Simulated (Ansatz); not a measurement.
# Resistivity from frozen vibrations: W(100) with 4 thermally displaced layers, 2x2

How much do lattice vibrations at 800 K scatter the electrons of W? Layers with random displacements are laid between perfect leads, and the resistance is followed against their length.

Method: Ansatz plane-wave DFT, PBE, PAW files; ballistic transport by layer matching (Landauer), zero bias; PAW set soft_1, in Ansatz 0.2.0.

Most raw output is cut from this account.

### 1. The starting structure

The cell holds 56 atoms: 56 W. Cell: a = 6.330 Å, b = 6.330 Å, c = 22.154 Å, α = 90.0°, β = 90.0°, γ = 90.0°. It derives from W. Regions: lead, 40 atoms (40 W); scattering region, 16 atoms (16 W). The structure is stacked along c, and the current runs across the ab planes.

### 2. With 4 displaced layers

Each atom of 4 layers is moved at random, by amounts drawn from a normal law 0.0631 Å wide in each direction from the Debye model (400 K) at 800 K. The layers about the cell's end stay perfect and serve as the lead. Disorder leaves little or no symmetry, which makes such runs dear. Energies from -0.05 to 0.05 eV in steps of 0.05 eV are too few for the program's thermal sum, so it prints no conductance; for a metal the transmission near the Fermi level serves, at a fraction of the cost.

File input.yaml:

```yaml
crystal:
  lattice:
    - [6.3296, 0.0, 0.0]
    - [0.0, 6.3296, 0.0]
    - [0.0, 0.0, 22.1536]
  atoms:
    - { symbol: W, position: [0.0, 0.0, 0.0357142857] }
    - { symbol: W, position: [0.0, 0.5, 0.0357142857] }
    - { symbol: W, position: [0.5, 0.0, 0.0357142857] }
    - { symbol: W, position: [0.5, 0.5, 0.0357142857] }
    - { symbol: W, position: [0.25, 0.25, 0.1071428571] }
    - { symbol: W, position: [0.25, 0.75, 0.1071428571] }
    - { symbol: W, position: [0.75, 0.25, 0.1071428571] }
    - { symbol: W, position: [0.75, 0.75, 0.1071428571] }
[... 44 atom lines left out ...]
    - { symbol: W, position: [0.25, 0.25, 0.9642857143] }
    - { symbol: W, position: [0.25, 0.75, 0.9642857143] }
    - { symbol: W, position: [0.75, 0.25, 0.9642857143] }
    - { symbol: W, position: [0.75, 0.75, 0.9642857143] }
kpoints:
  mp_grid: { grid: [4, 4, 1] }
hamiltonian:
  xc: pbe
  pseudopotentials: { kind: paw, azcp: { folder: soft_1 } }
scf:
  occupations: { method: fermi_dirac, width: 0.1 }
output:
  transmission: { leads: [[0, 4]], kmesh: [8, 8], e_range: [-0.05, 0.05], de: 0.05 }
  write_potential: true
  write_density: true
  volumetric_format: npy
```

Run with:

```
$ ansatz run input.yaml --threads 4 --pin off --max-ram 15360MiB --backend cpu --events-out ev --progress --plain --runs-dir out
```

Wall time 15 min (4 threads of Arm Neoverse V2, shared host); peak memory 7.9 GiB; 48 min of CPU time.

Numbers from this step:

| Property | Result |
| --- | --- |
| free energy | -581610.3828 eV |
| energy at zero smearing | -581609.8917 eV |
| Fermi energy | 22.47 eV |
| cell area | 40.06 Å² |
| transmission per spin nearest the Fermi level | 4.930 |
| open channels per spin nearest the Fermi level | 5.656 |
| step of the lead's potential | 2.5 meV |

Per spin. Table of transmission, zone mean by energy, zero at the Fermi level:

```tsv
energy (eV)	transmission, zone mean
-0.0500	4.57
0.0000	4.93
0.0500	4.92
```

Per spin. Table of open channels, zone mean, lead by energy, zero at the Fermi level:

```tsv
energy (eV)	open channels, zone mean, lead
-0.0500	5.28
0.0000	5.66
0.0500	5.53
```

Transmission over k1 and k2. At 0.0000 eV from the Fermi level.

Ten even steps from '_' (0.0) to '@' (13.2):
```
..__::::==::::__
..::..==++==..::
::::==%%@@%%==::
====++@@@@@@++==
::::==%%@@%%==::
..::..==++==..::
..__::::==::::__
__....::++::....
```
Columns: k1 (b1) from -0.5 to 0.375; rows upwards: k2 (b2) from -0.5 to 0.375.

Open channels over k1 and k2. At 0.0000 eV from the Fermi level.

Values, 8 rows by 8 columns:
```
 2.0  1.0  3.0  4.0  7.0  4.0  3.0  1.0
 2.0  3.0  2.0  7.0 10.0  7.0  2.0  3.0
 4.0  4.0  7.0 13.0 14.0 13.0  7.0  4.0
 8.0  7.0 10.0 14.0 14.0 14.0 10.0  7.0
 4.0  4.0  7.0 13.0 14.0 13.0  7.0  4.0
 2.0  3.0  2.0  7.0 10.0  7.0  2.0  3.0
 2.0  1.0  3.0  4.0  7.0  4.0  3.0  1.0
 0.0  2.0  2.0  4.0  8.0  4.0  2.0  2.0
```
Columns: k1 (b1) from -0.5 to 0.375; rows upwards: k2 (b2) from -0.5 to 0.375.

Over the solved energies the transmission per spin lies between 4.57 and 4.93, out of 5.49 channels of the lead on average (up to 5.66).

### 3. With 8 displaced layers

Each atom of 8 layers is moved at random, by amounts drawn from a normal law 0.0631 Å wide in each direction from the Debye model (400 K) at 800 K. A fresh draw is used; the growth of the resistance with length is what counts.

System of this step: W(100) with 8 thermally displaced layers, 2x2. The cell holds 72 atoms: 72 W. Cell: a = 6.330 Å, b = 6.330 Å, c = 28.483 Å, α = 90.0°, β = 90.0°, γ = 90.0°. It derives from W. Regions: lead, 40 atoms (40 W); scattering region, 32 atoms (32 W). The structure is stacked along c, and the current runs across the ab planes.

File input.yaml:

```yaml
crystal:
  lattice:
    - [6.3296, 0.0, 0.0]
    - [0.0, 6.3296, 0.0]
    - [0.0, 0.0, 28.4832]
  atoms:
    - { symbol: W, position: [0.0, 0.0, 0.0277777778] }
    - { symbol: W, position: [0.0, 0.5, 0.0277777778] }
    - { symbol: W, position: [0.5, 0.0, 0.0277777778] }
    - { symbol: W, position: [0.5, 0.5, 0.0277777778] }
    - { symbol: W, position: [0.25, 0.25, 0.0833333333] }
    - { symbol: W, position: [0.25, 0.75, 0.0833333333] }
    - { symbol: W, position: [0.75, 0.25, 0.0833333333] }
    - { symbol: W, position: [0.75, 0.75, 0.0833333333] }
[... 60 atom lines left out ...]
    - { symbol: W, position: [0.25, 0.25, 0.9722222222] }
    - { symbol: W, position: [0.25, 0.75, 0.9722222222] }
    - { symbol: W, position: [0.75, 0.25, 0.9722222222] }
    - { symbol: W, position: [0.75, 0.75, 0.9722222222] }
kpoints:
  mp_grid: { grid: [4, 4, 1] }
hamiltonian:
  xc: pbe
  pseudopotentials: { kind: paw, azcp: { folder: soft_1 } }
scf:
  occupations: { method: fermi_dirac, width: 0.1 }
output:
  transmission: { leads: [[0, 4]], kmesh: [8, 8], e_range: [-0.05, 0.05], de: 0.05 }
  write_potential: true
  write_density: true
  volumetric_format: npy
```

Run time: 22 min. Hardware: 4 threads; peak memory 8.1 GiB.

This step gave:

```yaml
free_energy: -747783.1190 eV
energy_at_zero_smearing: -747782.5003 eV
fermi_energy: 22.41 eV
transmission_per_spin_nearest_the_fermi_level: 3.902
open_channels_per_spin_nearest_the_fermi_level: 5.281
step_of_the_lead_s_potential: 4.3 meV
```

Per spin. Transmission, zone mean against energy, zero at the Fermi level:

```tsv
energy (eV)	transmission, zone mean
-0.0500	3.76
0.0000	3.90
0.0500	4.12
```

Over the solved energies the transmission per spin lies between 3.76 and 4.12, out of 5.20 channels of the lead on average (up to 5.66).

### 4. With 12 displaced layers

Each atom of 12 layers is moved at random, by amounts drawn from a normal law 0.0631 Å wide in each direction from the Debye model (400 K) at 800 K. A fresh draw is used; the growth of the resistance with length is what counts.

System of this step: W(100) with 12 thermally displaced layers, 2x2. The cell holds 88 atoms: 88 W. Its edges and angles: a = 6.330 Å, b = 6.330 Å, c = 34.813 Å, α = 90.0°, β = 90.0°, γ = 90.0°. It derives from W. Regions: lead, 40 atoms (40 W); scattering region, 48 atoms (48 W). The structure is stacked along c, and the current runs across the ab planes.

File input.yaml:

```yaml
crystal:
  lattice:
    - [6.3296, 0.0, 0.0]
    - [0.0, 6.3296, 0.0]
    - [0.0, 0.0, 34.8128]
  atoms:
    - { symbol: W, position: [0.0, 0.0, 0.0227272727] }
    - { symbol: W, position: [0.0, 0.5, 0.0227272727] }
    - { symbol: W, position: [0.5, 0.0, 0.0227272727] }
    - { symbol: W, position: [0.5, 0.5, 0.0227272727] }
    - { symbol: W, position: [0.25, 0.25, 0.0681818182] }
    - { symbol: W, position: [0.25, 0.75, 0.0681818182] }
    - { symbol: W, position: [0.75, 0.25, 0.0681818182] }
    - { symbol: W, position: [0.75, 0.75, 0.0681818182] }
[... 76 atom lines left out ...]
    - { symbol: W, position: [0.25, 0.25, 0.9772727273] }
    - { symbol: W, position: [0.25, 0.75, 0.9772727273] }
    - { symbol: W, position: [0.75, 0.25, 0.9772727273] }
    - { symbol: W, position: [0.75, 0.75, 0.9772727273] }
kpoints:
  mp_grid: { grid: [4, 4, 1] }
hamiltonian:
  xc: pbe
  pseudopotentials: { kind: paw, azcp: { folder: soft_1 } }
scf:
  occupations: { method: fermi_dirac, width: 0.1 }
output:
  transmission: { leads: [[0, 4]], kmesh: [8, 8], e_range: [-0.05, 0.05], de: 0.05 }
  write_potential: true
  write_density: true
  volumetric_format: npy
```

Elapsed: 26 min, on 4 threads; peak memory 8.3 GiB; 1.7 h of CPU time.

Numbers from this step:

| Property | Result |
| --- | --- |
| free energy | -913957.0659 eV |
| energy at zero smearing | -913956.3234 eV |
| transmission per spin nearest the Fermi level | 3.721 |
| step of the lead's potential | 6.6 meV |

Per spin. Transmission, zone mean against energy, zero at the Fermi level:

```tsv
energy (eV)	transmission, zone mean
-0.0500	3.55
0.0000	3.72
0.0500	3.85
```

Over the solved energies the transmission per spin lies between 3.55 and 3.85, out of 5.20 channels of the lead on average (up to 5.66).

### 5. Resistance against length

This step: Ansatz plane-wave DFT, PBE, PAW files; ballistic transport by layer matching (Landauer), zero bias; resistivity from the slope of the area resistance; PAW set soft_1 (Ansatz 0.2.0).

Numbers from this step:

```
resistivity           : 21.02 µΩ cm
intercept             : 0.01878 fΩ m²
scatter about the fit : 0.02608 fΩ m²
```

Resistance, by row:

```tsv
run	length (Å)	T	channels N	RA (fΩ m²)
n4	6.33	4.809	5.49	0.1334
n8	12.66	3.928	5.198	0.3218
n12	18.99	3.709	5.198	0.3995
```

The area resistance by length of the displaced region:

```tsv
length of the displaced region (Å)	area resistance (fΩ m²)
6.33	0.133
12.66	0.322
18.99	0.400
```

The area resistance goes from 0.13 to 0.40 fΩ m² between 6.3 and 19.0 Å, a slope of 21 µΩ cm.

By hand from the end points: (0.3995 − 0.1334) fΩ m² / (18.99 − 6.33) Å = 21 µΩ cm, since 1 fΩ m² per Å is 1000 µΩ cm.

### 6. Outcome

```json
{
 "resistivity from the slope": "21.0 µΩ cm",
 "area resistance over 6.33 Å": "0.133 fΩ m²",
 "area resistance over 12.7 Å": "0.322 fΩ m²",
 "area resistance over 19.0 Å": "0.400 fΩ m²"
}
```

**Reading.** The slope gives 21 µΩ cm. The points scatter by 0.026 fΩ m² about the line, with one random draw a length in a 2x2 cell, so the slope is a rough value. The mean square of the displacements drawn is 0.75, 0.94 and 0.81 of the nominal one at the three lengths; with each resistance scaled back by that, the slope is 25 µΩ cm, the value used below. The lead's own channel count moves between the runs (5.49, 5.20 and 5.20), which shifts RA and the slope too. Read with a model of isotropic scattering on a spherical Fermi surface and the lead's 1.1×10¹⁵ S/m², this slope means a mean free path near 30 Å; over these lengths the model's slope is 1.07 times its bulk resistivity, which would be 23 µΩ cm. Uncorrelated displacements put too much weight on short waves, which scatter strongly; with the sideways repeat of a small cell, one draw and three short lengths, the method is good to a factor of two or three. Spin-orbit coupling is left out, which matters for W.

[Logs are printed without paths, hosts, clocks, repeated set-up lines and the standing remarks that a program may print on its own settings, such as how far it seeks lower states.]

[Hosts, paths, dates, database ids (printed as entryN), source tags and the programs' standing remarks are cut or masked in the printed files.]
